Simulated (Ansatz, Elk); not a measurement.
# SrBe2Ge2: X-ray structure factors from the self-consistent density

Structure refinements treat a crystal as free atoms side by side. For a made-up structure of SrBe2Ge2 (cell and positions from a PBE relaxation) the runs below show what the calculated density changes in F(hkl).

Program: Elk 11.2.3 (patched build). Level of theory: DFT, PBE, all-electron APW+lo, Dirac cores, scalar-relativistic bands, static density, no spin. Results are calculated unless marked as measured.

The structure was built from a prototype and need not be the compound's stable phase.

### 1. The starting structure

Symmetry: I4/mmm, No. 139, tetragonal system. Conventional cell: a = 4.145 Å, b = 4.145 Å, c = 10.107 Å, α = 90.00°, β = 90.00°, γ = 90.00°. Nearest to Sr lie 8 Ge at 3.22 Å and 8 Be at 3.27 Å. Nearest to Ge lie 4 Be at 2.39 Å and 1 Ge at 2.65 Å and 4 Sr at 3.22 Å. Nearest to Be lie 4 Ge at 2.39 Å and 4 Be at 2.93 Å and 4 Sr at 3.27 Å. Farther neighbours are not listed.

As a file:

```cif
data_structure
_symmetry_space_group_name_H-M 'P 1'
_symmetry_Int_Tables_number 1
_cell_length_a 5.8420
_cell_length_b 5.8420
_cell_length_c 5.8420
_cell_angle_alpha 138.442
_cell_angle_beta 138.442
_cell_angle_gamma 60.226
_cell_volume 86.83
loop_
_atom_site_label
_atom_site_type_symbol
_atom_site_fract_x
_atom_site_fract_y
_atom_site_fract_z
_atom_site_occupancy
Sr1 Sr 0.00000 0.00000 0.00000 1
Ge2 Ge 0.36875 0.36875 0.00000 1
Ge3 Ge 0.63125 0.63125 0.00000 1
Be4 Be 0.75000 0.25000 0.50000 1
Be5 Be 0.25000 0.75000 0.50000 1
```

### 2. Ground state and structure factors

An all-electron density is needed, since X-rays see the cores too. Task 0 finds the density and task 195 Fourier-transforms it; tshift is off so that phases refer to the origin typed.

elk.in

```
tasks
  0
  195

xctype
  20

spinpol
  .false.

rgkmax
  7.0

gmaxvr
  14.0

lmaxo
  7

lmaxapw
  8

swidth
  0.002

tshift
  .false.

ramdisk
  .false.

hmaxvr
  5.5

maxscl
  120

epspot
  1e-06

sppath
  './'

avec
  -3.91651262313 3.91651262313 9.54982264064
  3.91651262313 -3.91651262313 9.54982264064
  3.91651262313 3.91651262313 -9.54982264064

atoms
  3
  'Sr.in'
  1
  0.0000000000 0.0000000000 0.0000000000   0.000000 0.000000 0.000000
  'Ge.in'
  2
  0.3687520191 0.3687520191 -0.0000000000   0.000000 0.000000 0.000000
  0.6312479809 0.6312479809 -0.0000000000   0.000000 0.000000 0.000000
  'Be.in'
  2
  0.7500000000 0.2500000000 0.5000000000   0.000000 0.000000 0.000000
  0.2500000000 0.7500000000 0.5000000000   0.000000 0.000000 0.000000

ngridk
  8 8 8
```

On the command line:

```console
$ OMP_NUM_THREADS=4 elk
```

Numbers of over 12 decimals in the logs are rounded to 6 here.

The log of the run:

```text
┌─────────────────────────┐
│ Elk code version 11.2.3 │
└─────────────────────────┘

All units are atomic (Hartree, Bohr, etc.)

┌─────────────────────────────────────────────────┐
│ Ground-state run starting from atomic densities │
└─────────────────────────────────────────────────┘

Lattice vectors :
  -3.916512623       3.916512623       9.549822641
   3.916512623      -3.916512623       9.549822641
   3.916512623       3.916512623      -9.549822641

Reciprocal lattice vectors :
  0.6789136323E-18  0.8021403110      0.3289686910
  0.8021403110      0.6789136323E-18  0.3289686910
  0.8021403110      0.8021403110     -0.5691487885E-17

Unit cell volume      :    585.9416349
Brillouin zone volume :   0.4233360435

Muffin-tin inner radius fraction :   0.1000000000E-01

Nuclei treated as point charges

Species : 1 (Sr)
 parameters loaded from : Sr.in
 name : strontium
 nuclear charge    :   -38.00000000
 electronic charge :    38.00000000
 atomic mass :    159721.4892
 muffin-tin radius :    2.600000000
 number of radial points in muffin-tin :   1193
 inner part over the whole radius :   0.9909106339E-02
 number on inner part of muffin-tin    :    847
 approximate nuclear radius :   0.8067967193E-04
 number of mesh points to nuclear radius :    415
 atomic positions (lattice), magnetic fields (Cartesian) :
  1 :   0.00000000  0.00000000  0.00000000    0.00000000  0.00000000  0.00000000

Species : 2 (Ge)
 parameters loaded from : Ge.in
 name : germanium
 nuclear charge    :   -32.00000000
 electronic charge :    32.00000000
 atomic mass :    132414.6196
 muffin-tin radius :    2.400000000
 number of radial points in muffin-tin :    993
 inner part over the whole radius :   0.9906635991E-02
 number on inner part of muffin-tin    :    702
 approximate nuclear radius :   0.7637961215E-04
 number of mesh points to nuclear radius :    340
 atomic positions (lattice), magnetic fields (Cartesian) :
  1 :   0.36875202  0.36875202  0.00000000    0.00000000  0.00000000  0.00000000
  2 :  -0.36875202 -0.36875202  0.00000000    0.00000000  0.00000000  0.00000000

Species : 3 (Be)
 parameters loaded from : Be.in
 name : beryllium
 nuclear charge    :   -4.000000000
 electronic charge :    4.000000000
 atomic mass :    16428.20280
 muffin-tin radius :    1.800000000
 number of radial points in muffin-tin :    593
 inner part over the whole radius :   0.9826427374E-02
 number on inner part of muffin-tin    :    403
 approximate nuclear radius :   0.4290726161E-04
 number of mesh points to nuclear radius :    156
 atomic positions (lattice), magnetic fields (Cartesian) :
  1 :  -0.25000000  0.25000000  0.50000000    0.00000000  0.00000000  0.00000000
  2 :   0.25000000 -0.25000000  0.50000000    0.00000000  0.00000000  0.00000000

Total number of atoms per unit cell :    5
Total muffin-tin volume :    238.2918972
 ratio of muffin-tin to unit cell volume :   0.4066819679

Spin treatment :
 spin-unpolarised

Number of Bravais lattice symmetries :   16
Number of crystal symmetries         :   16
Crystal has inversion symmetry
Real symmetric eigensolver will be used

k-point grid :      8     8     8
k-point offset :    0.000000000       0.000000000       0.000000000
k-point set is reduced with full crystal symmetry group
Total number of k-points :       59

Muffin-tin radius times maximum |G+k| :    7.000000000
 using average radius
Maximum |G+k| for APW functions       :    3.181818182
Maximum (1/2)|G+k|²                   :    5.061983471
Maximum |G| for potential and density :    14.00000000
Constant for pseudocharge density :    9
 order of it for each species :   16  16  16
 order of it for pair densities of each species (exact exchange by exxq0 0: 17) :   14  12   5
Radial integration step length :    1

G-vector grid sizes :     50    50    50
Number of G-vectors :    27147

Maximum angular momentum used for
 APW functions            :    8
 outer part of muffin-tin :    7
 inner part of muffin-tin :    2

Total nuclear charge    :   -110.0000000
[...]
electron entropic           :    -0.33724273624855E-03
 total energy                :     -7412.1410703477

Density of states at Fermi energy :    25.53629800
 (states/Hartree/unit cell)

Estimated indirect band gap :   0.2645062999E-02
 from k-point 51 to k-point 43
Estimated direct band gap   :   0.6844460141E-02
 at k-point 51

Charges :
 core                        :    68.00000000
 valence                     :    42.00000000
 interstitial                :    7.209682135
 muffin-tins (core leakage)
  species : 1 (Sr)
   atom 1                    :    36.01301174     (  0.2901899367E-04)
  species : 2 (Ge)
[...]
species : 3 (Be)
[...]
total in muffin-tins        :    102.7903179
 total calculated charge     :    109.9969215
 total charge                :    110.0000000
 error                       :   0.3078464502E-02

RMS change in Kohn-Sham potential (target) :    4.619331337     (  0.1000000000E-05)
Absolute change in total energy (target)   :    3.721103620     (  0.1000000000E-03)

[... loops 3 to 13 left out ...]

┌──────────────────┐
│ Loop number : 14 │
└──────────────────┘

Energies :
 Fermi                       :     0.259348
 sum of occupied eigenvalues :     -4297.4607359607
 electron kinetic            :      7591.4395458662
 core electron kinetic       :      7227.8170713283
 Coulomb                     :     -14728.450351240
 Coulomb potential           :     -11536.825533561
 nuclear-nuclear             :     -893.08463197424
 electron-nuclear            :     -16150.587000463
 Hartree                     :      2315.2212811975
 Madelung                    :     -8960.0375844596
 xc potential                :     -352.07474826630
 exchange                    :     -265.30340565082
 correlation                 :     -5.306864
 electron entropic           :    -0.36876461664506E-03
 total energy                :     -7407.6214437630

Density of states at Fermi energy :    28.22467147
 (states/Hartree/unit cell)

Estimated indirect band gap :   0.5812146215E-03
 from k-point 51 to k-point 27
Estimated direct band gap   :   0.8467298530E-02
 at k-point 43

Charges :
 core                        :    68.00000000
 valence                     :    42.00000000
 interstitial                :    7.185168190
 muffin-tins (core leakage)
  species : 1 (Sr)
[...]
species : 2 (Ge)
[...]
species : 3 (Be)
[...]
total in muffin-tins        :    102.8148318
 total calculated charge     :    109.9969861
 total charge                :    110.0000000
 error                       :   0.3013882936E-02

RMS change in Kohn-Sham potential (target) :   0.5989314488E-06 (  0.1000000000E-05)
Absolute change in total energy (target)   :   0.2083805339E-04 (  0.1000000000E-03)

Convergence targets achieved

┌──────────────────┐
│ Loop number : 15 │
└──────────────────┘

Energies :
 Fermi                       :     0.259348
 sum of occupied eigenvalues :     -4297.4607366923
 electron kinetic            :      7591.4395438436
 core electron kinetic       :      7227.8170697771
 Coulomb                     :     -14728.450348496
 Coulomb potential           :     -11536.825531853
 nuclear-nuclear             :     -893.08463197424
 electron-nuclear            :     -16150.586996859
 Hartree                     :      2315.2212803376
 Madelung                    :     -8960.0375825695
 xc potential                :     -352.07474868322
 exchange                    :     -265.30340557875
 correlation                 :     -5.306864
 electron entropic           :    -0.36876473952101E-03
 total energy                :     -7407.6214429727

Density of states at Fermi energy :    28.22468245
 (states/Hartree/unit cell)

Estimated indirect band gap :   0.5812139335E-03
 from k-point 51 to k-point 27
Estimated direct band gap   :   0.8467292394E-02
 at k-point 43

Charges :
 core                        :    68.00000000
 valence                     :    42.00000000
 interstitial                :    7.185168173
 muffin-tins (core leakage)
  species : 1 (Sr)
[...]
species : 2 (Ge)
[...]
atom 2                    :    30.66542710     (  0.3388370227E-03)
  species : 3 (Be)
   atom 1                    :    2.714897464     (  0.1119186027E-02)
   atom 2                    :    2.714897464     (  0.1119186027E-02)
 total in muffin-tins        :    102.8148318
 total calculated charge     :    109.9969861
 total charge                :    110.0000000
 error                       :   0.3013882911E-02

┌──────────────────────────────┐
│ Self-consistent loop stopped │
└──────────────────────────────┘

Warning : core states of species 2 leak from the muffin-tin :   0.3388370227E-03

Warning : core states of species 3 leak from the muffin-tin :   0.1119186027E-02

Wrote STATE.OUT
```

It took 38 s on 4 threads of Intel Xeon 6975P-C (Granite Rapids), shared host; peak memory 0.19 GiB.

SFACRHO.OUT:

```text

h k l indices transformed by vhmat matrix:
   1.000000000       0.000000000       0.000000000    
   0.000000000       1.000000000       0.000000000    
   0.000000000       0.000000000       1.000000000    

      h      k      l  multipl.   |H|            Re(F)            Im(F)           |F|

      0      0      0      1   0.0000000       110.00000      0.51209045E-16   110.00000    
     -1     -1      1      2  0.65793738       23.629270     -0.36065954E-14   23.629270    
      0      1      0      8  0.86697721      -5.4861568      0.40657868E-14   5.4861568    
      0      0     -1      4   1.1343977       79.910617     -0.58119279E-15   79.910617    
      2      1     -1      8   1.2717754       71.149560      -0.0000000       71.149560    
      1      1      0      8   1.3113885       30.400138     -0.46315338E-15   30.400138    
     -2     -2      2      2   1.3158748      -16.456538     -0.89418598E-15   16.456538    
     -1      1     -1      4   1.6042806       79.783245      0.42781074E-15   79.783245    
      0      2      0      8   1.7339544       20.263990     -0.23109521E-16   20.263990    
     -2     -2      3      8   1.7373499      -22.111908      0.12513055E-14   22.111908    
      1      0      1     16   1.8235586      -4.0873759      -0.0000000       4.0873759    
      3      2     -3      8   1.8300107       52.088036      -0.0000000       52.088036    
      3      3     -3      2   1.9738121       33.114308     -0.12528748E-14   33.114308    
     -1     -2      0     16   2.0472247       59.636571      -0.0000000       59.636571    
      1      3     -1      8   2.0749079      -14.001193     -0.15436540E-14   14.001193    
      0      0     -2      4   2.2687954       69.020405      0.13439407E-14   69.020405    
      3      3     -2      8   2.2765747       37.238108     -0.61986636E-14   37.238108    
     -1      3     -1      8   2.3622689       17.566717      0.10412215E-14   17.566717
```

Elk indexes on the primitive cell of elk.in and gives |H| = 4π sin θ/λ in inverse bohr. Below, one row stands for each form hkl of the conventional cell (m members, Friedel mates merged), F is for one primitive cell and the density is static (no thermal factor). Free-atom factors are Waasmaier and Kirfel's, and R is Σm||F|−|F'||/Σm|F|.

```tsv
hkl	m	sin θ/λ (Å⁻¹)	abs F, DFT	neutral atoms	diff.
002	2	0.099	23.629	23.702	-0.072
101	8	0.130	5.486	5.385	+0.102
110	4	0.171	79.911	80.066	-0.155
103	8	0.191	71.150	71.028	+0.122
112	8	0.197	30.400	30.251	+0.149
004	2	0.198	16.456	16.403	+0.053
200	4	0.241	79.783	80.162	-0.379
202	8	0.261	20.264	20.169	+0.095
114	8	0.261	22.112	22.445	-0.333
211	16	0.274	4.087	4.334	-0.247
105	8	0.275	52.088	52.361	-0.273
006	2	0.297	33.114	32.983	+0.132
213	16	0.308	59.637	59.968	-0.331
204	8	0.312	14.001	14.233	-0.232
220	4	0.341	69.020	69.284	-0.263
116	8	0.342	37.238	37.274	-0.036
222	8	0.355	17.567	17.521	+0.046
301	8	0.365	3.643	3.693	-0.050
```

### 3. The highest occupied states alone

An energy window below the Fermi level keeps the highest occupied states, to see at which angles they scatter; shallow core shells can lie inside it and anion s states outside. No new self-consistency is needed.

Edit elk.in of step 2 so:

```diff
@@ -1,3 +1,2 @@
 tasks
-  0
   195
@@ -40,2 +39,5 @@
 
+wsfac
+  -0.291890 0.559350
+
 sppath
```

On the command line:

```console
$ OMP_NUM_THREADS=4 elk
```

The log of the run:

```text
┌─────────────────────────────────┐
│ Elk code version 11.2.3 started │
└─────────────────────────────────┘

Info(readinput): the functional depends on the density's gradient
 muffin-tin radial points multiplied by    2.00000
 (not where nrmtscf is given)

┌────────────────────┐
│ Current task : 195 │
└────────────────────┘

Info(sfacrho): density structure factors written to SFACRHO.OUT

 Energy window :  -0.2918900000      0.5593500000

┌──────────────────┐
│ Elk code stopped │
└──────────────────┘
```

The job ended after 8.5 s (4 threads; peak memory 0.16 GiB; 11 s of CPU time).

States within 15 eV below the Fermi level hold 14.00 electrons; any levels below the window count with the cores. Their amplitudes can exceed the total, where window and core parts have opposite phase:

```tsv
hkl	sin θ/λ (Å⁻¹)	abs F, window	abs F, all
002	0.099	2.293	23.629
101	0.130	2.233	5.486
110	0.171	0.906	79.911
103	0.191	1.136	71.150
112	0.197	0.527	30.400
004	0.198	0.657	16.456
200	0.241	0.232	79.783
202	0.261	0.149	20.264
114	0.261	0.169	22.112
211	0.274	0.238	4.087
```

### 4. Another functional

The difference from free atoms is small, so it is set against the change that PBEsol makes.

Edit elk.in of step 3 so:

```diff
@@ -1,2 +1,3 @@
 tasks
+  0
   195
@@ -4,3 +5,3 @@
 xctype
-  20
+  22
 
@@ -39,5 +40,2 @@
 
-wsfac
-  -0.291890 0.559350
-
 sppath
```

On the command line:

```console
$ OMP_NUM_THREADS=4 elk
```

The log of the run:

```text
┌─────────────────────────┐
│ Elk code version 11.2.3 │
└─────────────────────────┘

All units are atomic (Hartree, Bohr, etc.)

┌─────────────────────────────────────────────────┐
│ Ground-state run starting from atomic densities │
└─────────────────────────────────────────────────┘

Lattice vectors :
  -3.916512623       3.916512623       9.549822641
   3.916512623      -3.916512623       9.549822641
   3.916512623       3.916512623      -9.549822641

Reciprocal lattice vectors :
  0.6789136323E-18  0.8021403110      0.3289686910
[...]
species : 3 (Be)
   atom 1                    :    2.707952204     (  0.1161138497E-02)
   atom 2                    :    2.707952204     (  0.1161138497E-02)
 total in muffin-tins        :    102.8059601
 total calculated charge     :    109.9968916
 total charge                :    110.0000000
 error                       :   0.3108417926E-02

┌──────────────────────────────┐
│ Self-consistent loop stopped │
└──────────────────────────────┘

Warning : core states of species 2 leak from the muffin-tin :   0.3435036467E-03

Warning : core states of species 3 leak from the muffin-tin :   0.1161138497E-02

Wrote STATE.OUT
[key lines of the parts left out:]
total energy                :     -7402.4947295888
```

It took 38 s on 4 threads; peak memory 0.19 GiB; 1.8 min of CPU time.

Against the first run R = 0.03 %; the largest change is -0.026 at 112.

### 5. Basis size

A smaller basis shows how fast F responds to it; the change is likely larger than the basis error of the first run, but doesn't show convergence.

Edit elk.in of step 4 so:

```diff
@@ -5,3 +5,3 @@
 xctype
-  22
+  20
 
@@ -11,3 +11,3 @@
 rgkmax
-  7.0
+  5.5
```

On the command line:

```console
$ OMP_NUM_THREADS=4 elk
```

The log of the run:

```text
┌─────────────────────────┐
│ Elk code version 11.2.3 │
└─────────────────────────┘

All units are atomic (Hartree, Bohr, etc.)

┌─────────────────────────────────────────────────┐
│ Ground-state run starting from atomic densities │
└─────────────────────────────────────────────────┘

Lattice vectors :
  -3.916512623       3.916512623       9.549822641
   3.916512623      -3.916512623       9.549822641
   3.916512623       3.916512623      -9.549822641

Reciprocal lattice vectors :
  0.6789136323E-18  0.8021403110      0.3289686910
[...]
species : 3 (Be)
   atom 1                    :    2.707385585     (  0.1116955993E-02)
   atom 2                    :    2.707385585     (  0.1116955993E-02)
 total in muffin-tins        :    102.7735048
 total calculated charge     :    109.9969502
 total charge                :    110.0000000
 error                       :   0.3049847869E-02

┌──────────────────────────────┐
│ Self-consistent loop stopped │
└──────────────────────────────┘

Warning : core states of species 2 leak from the muffin-tin :   0.3402554741E-03

Warning : core states of species 3 leak from the muffin-tin :   0.1116955993E-02

Wrote STATE.OUT
[key lines of the parts left out:]
total energy                :     -7407.5885148232
```

Wall time 33 s (4 threads); peak memory 0.19 GiB.

Against the first run R = 0.01 %; the largest change is +0.024 at 008.

### 6. Settings against the effect

```tsv
run	R against the first run (%)	R against neutral atoms, low angle (%)	wall time
PBE, rgkmax 7	0.00	0.62	38 s
PBEsol	0.03	0.60	38 s
rgkmax 5.5	0.01	0.61	33 s
```

### 7. Outcome

```
R against neutral atoms, sin θ/λ < 0.3 Å⁻¹ : 0.62 %
R against neutral atoms, 0.3 to 0.82 Å⁻¹   : 0.24 %
```

In words: Independent neutral atoms miss the calculated amplitudes by R = 0.62 % below 0.3 Å⁻¹ and 0.24 % from there to 0.82 Å⁻¹; by shells, 1.05 % below 0.15 Å⁻¹ (2 forms), 0.60 % 0.15 to 0.3 (10 forms), 0.31 % 0.3 to 0.45 (19 forms), 0.23 % above 0.45 (117 forms). Bonding, aspherical density and the tables' own atoms all enter these figures, and the runs don't part them. The largest change of an amplitude is -0.38 electrons, at 200. The window's part falls from 14.0 electrons at the origin to at most 0.19 between 0.45 and 0.82 Å⁻¹. Below 0.3 Å⁻¹ the changes that finished (PBEsol and rgkmax 5.5) move F by R = 0.03 % at most, against the 0.62 % that separates it from free atoms. The k-mesh has no finished test. Part of the difference isn't bonding: the tables are fits to free atoms and ions calculated by other methods than this functional. Thermal motion, anomalous dispersion and extinction are left out.

[Logs are printed without paths, hosts, clocks, repeated set-up lines and the standing remarks that a program may print on its own settings, such as how far it seeks lower states.]

[Hosts, paths, dates, database ids (printed as entryN), source tags and the programs' standing remarks are cut or masked in the printed files.]
